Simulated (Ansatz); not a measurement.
**How many bands does the GW gap of Cs2PbI2Cl2 (I4/mmm) need?**

Wanted: a G0W0 gap for Cs2PbI2Cl2 (I4/mmm) that is converged in bands and cutoff, or an estimate of the limit.

Program: Ansatz 0.2.0. Level of theory: G0W0 on PBE, plane waves, PAW; PAW set soft_1. Results are calculated unless marked as measured.

This is a report of a sequence of runs, with most program output left out.

### 1. The starting structure

It takes space group I4/mmm (No. 139, tetragonal). Conventional cell: a = 5.768 Å, b = 5.768 Å, c = 19.486 Å, α = 90.00°, β = 90.00°, γ = 90.00°. Nearest to Cs lie 4 Cl at 3.86 Å and 5 I at 3.94 to 4.13 Å. Nearest to Pb lie 4 Cl at 2.88 Å and 2 I at 3.24 Å. I has 1 Pb at 3.24 Å and 5 Cs at 3.94 to 4.13 Å nearest. Nearest to Cl lie 2 Pb at 2.88 Å and 4 Cs at 3.86 Å. Farther neighbours and most contacts between anions are not listed.

The cell and positions are those that the Materials Project relaxed with its own functionals (PBE, PBE+U or r2SCAN), kept fixed. Spin-orbit coupling is left out unless a step names it.

### 2. 179 empty bands, screening to 39 eV

G0W0 replaces the xc potential by the self-energy, built once from these orbitals. Only a window of levels is corrected, while the sums run over the empty bands that the input names. This step takes PAW set soft_1 files.

File input.yaml:

```yaml
crystal:
  lattice:
    - [-2.8838975, 2.8838975, 9.7428095]
    - [2.8838975, -2.8838975, 9.7428095]
    - [2.8838975, 2.8838975, -9.7428095]
  atoms:
    - { symbol: Cs, position: [0.368645, 0.368645, 0.0] }
    - { symbol: Cs, position: [0.631355, 0.631355, 0.0] }
    - { symbol: Pb, position: [0.0, 0.0, 0.0] }
    - { symbol: I, position: [0.166328, 0.166328, 0.0] }
    - { symbol: I, position: [0.833672, 0.833672, 0.0] }
    - { symbol: Cl, position: [0.5, 0.0, 0.5] }
    - { symbol: Cl, position: [0.0, 0.5, 0.5] }
kpoints:
  mp_grid: { grid: [4, 4, 4] }
hamiltonian:
  xc: pbe
  pseudopotentials: { kind: paw, azcp: { folder: soft_1 } }
scf:
  occupations: { method: fixed }
gw:
  n_empty_bands: 179
  ecut_chi: 39
  qp_bands: [v2, c2]
  qp_kpoints: band_edges
  screening: { model: contour_deformation }
```

Launch:

```
ansatz run input.yaml --threads 2 --pin off --max-ram 92160MiB --backend cuda --events-out ev --progress --plain --runs-dir out --devices 1 --max-vram 13GiB
```

Run time: 43 s. Hardware: 1 × NVIDIA H100 80GB HBM3 (shared by 6 runs) with 2 threads of AMD EPYC 7R13 (Zen 3), shared host; peak memory 1.6 GiB; 56 s of CPU time.

Numbers from this step:

| Quantity | Value |
| --- | --- |
| bands summed | 219 |
| RPA ε∞ on this mesh (eigenvalues) | 3.377, 3.382, 3.382 |
| plane waves in the screening matrix | 173 |
| q-points in the mesh | 64 |
| G0W0 gap on the mesh | 3.806 eV |
| k of the valence top | 0, 0, -0.5 |
| k of the conduction bottom | 0, 0, -0.5 |
| starting gap on the mesh | 2.516 eV |
| Z at the valence top | 0.7898 |
| Z at the conduction bottom | 0.8116 |
| least direct G0W0 gap on the computed points | 3.806 eV |

The gap on the mesh goes from 2.52 eV to 3.81 eV, a correction of +1.29 eV. Between the two edge states, bare exchange in place of the xc potential would open the gap by 5.85 eV, and correlation takes back 4.55 eV.

### 3. 507 empty bands, screening to 78 eV

Bands and screening cutoff are moved together, since each hides the error of the other.

Edit input.yaml of step 2 so:

```diff
@@ -21,4 +21,4 @@
 gw:
-  n_empty_bands: 179
-  ecut_chi: 39
+  n_empty_bands: 507
+  ecut_chi: 78
   qp_bands: [v2, c2]
```

Elapsed: 77 s, on 1 × NVIDIA H100 80GB HBM3 (shared by 6 runs) with 2 threads; peak memory 2.6 GiB.

This step gave:

| Quantity | Value |
| --- | --- |
| bands summed | 547 |
| RPA ε∞ on this mesh (eigenvalues) | 3.360, 3.361, 3.361 |
| plane waves in the screening matrix | 503 |
| q-points in the mesh | 64 |
| G0W0 gap on the mesh | 3.932 eV |
| k of the valence top | 0, 0, -0.5 |
| k of the conduction bottom | 0, 0, -0.5 |
| starting gap on the mesh | 2.516 eV |
| Z at the valence top | 0.7821 |
| Z at the conduction bottom | 0.8085 |
| least direct G0W0 gap on the computed points | 3.932 eV |

Against the run with 4×4×4 mesh, 179 empty bands, screening to 39 eV, PAW set soft_1 files, the gap moves by +0.13 eV.

### 4. 1090 empty bands, screening to 130 eV

Edit input.yaml of step 3 so:

```diff
@@ -21,4 +21,4 @@
 gw:
-  n_empty_bands: 507
-  ecut_chi: 78
+  n_empty_bands: 1090
+  ecut_chi: 130.0
   qp_bands: [v2, c2]
```

Run time: 2.6 min. Hardware: 1 × NVIDIA H100 80GB HBM3 (shared by 6 runs) with 2 threads; peak memory 5.4 GiB; 4.4 min of CPU time.

Numbers from this step:

| Item | Value |
| --- | --- |
| bands summed | 1130 |
| RPA ε∞ on this mesh (eigenvalues) | 3.354, 3.354, 3.358 |
| plane waves in the screening matrix | 1087 |
| G0W0 gap on the mesh | 4.046 eV |
| k of the valence top | 0, 0, -0.5 |
| k of the conduction bottom | 0, 0, -0.5 |
| starting gap on the mesh | 2.516 eV |
| least direct G0W0 gap on the computed points | 4.046 eV |

Against the run with 4×4×4 mesh, 507 empty bands, screening to 78 eV, PAW set soft_1 files, the gap moves by +0.11 eV.

### 5. The runs together

Times are wall times on 1 × NVIDIA H100 80GB HBM3 (shared by 6 runs) with 2 threads of AMD EPYC 7R13 (Zen 3), shared host, good to a factor of about two.

```
 mesh           files            frequency  bands summed  cutoff (eV)  start (eV)  G0W0 (eV)     time  host memory (GiB)
4×4×4  PAW set soft_1  contour deformation           219           39       2.516      3.806     43 s                1.6
4×4×4  PAW set soft_1  contour deformation           547           78       2.516      3.932     77 s                2.6
4×4×4  PAW set soft_1  contour deformation          1130          130       2.516      4.046  2.6 min                5.4
```

How the two edges are built up, in eV (the quasiparticle level is the starting level plus Σx plus Σc less Vxc):

```
       run               edge  start      Σx     Σc     Vxc     Z    QP
 219 bands        valence top   2.85  -18.25   1.72  -16.15  0.79  2.47
 219 bands  conduction bottom   5.37   -7.63  -2.84  -11.38  0.81  6.28
 547 bands        valence top   2.85  -18.25   1.31  -16.15  0.78  2.07
 547 bands  conduction bottom   5.37   -7.63  -3.12  -11.38  0.81  6.00
1130 bands        valence top   2.85  -18.25   1.04  -16.15  0.78  1.80
1130 bands  conduction bottom   5.37   -7.63  -3.27  -11.38  0.81  5.85
```

### 6. Summary of results

```yaml
219_bands_39_ev: 3.806 eV
547_bands_78_ev: 3.932 eV
1130_bands_130_ev: 4.046 eV
estimated_limit_in_bands_and_cutoff: 4.15 eV
mesh_and_start: 4×4×4, PBE
```

**Reading.** A line in one over the bands through the two highest rungs gives 4.15 eV, +0.11 eV from the top rung; the pair below gives 4.02 eV, so the estimate is still climbing. The rungs stand 0.35 eV (219 bands), 0.22 eV (547 bands) and 0.11 eV (1130 bands) from it. From 219 to 1130 bands the gap moves by +0.24 eV while the time grows 3.7-fold. Σc changes by −0.67 eV at the valence top and −0.43 eV at the conduction bottom, so the levels themselves move more than the gap between them. Where an edge is built on 6p states of lead, bismuth or thallium, scalar-relativistic gaps usually stand too wide, by a few tenths to over one eV. The many-body steps are scalar-relativistic: spin-orbit coupling is not in them.

[Paths, hosts, dates, memory and timing lines, banners, echoed tables and standing remarks are left out of the program output.]

[Logs are printed without paths, hosts, clocks, repeated set-up lines and the standing remarks that a program may print on its own settings, such as how far it seeks lower states.]

[Runs of the session that timed out or met a known fault of the program may be left out.]

[Cells called generated may have been cut or substituted from an entry of the Crystallography Open Database or the Materials Project.]

[Hosts, paths, dates, database ids (printed as entryN), source tags and the programs' standing remarks are cut or masked in the printed files.]
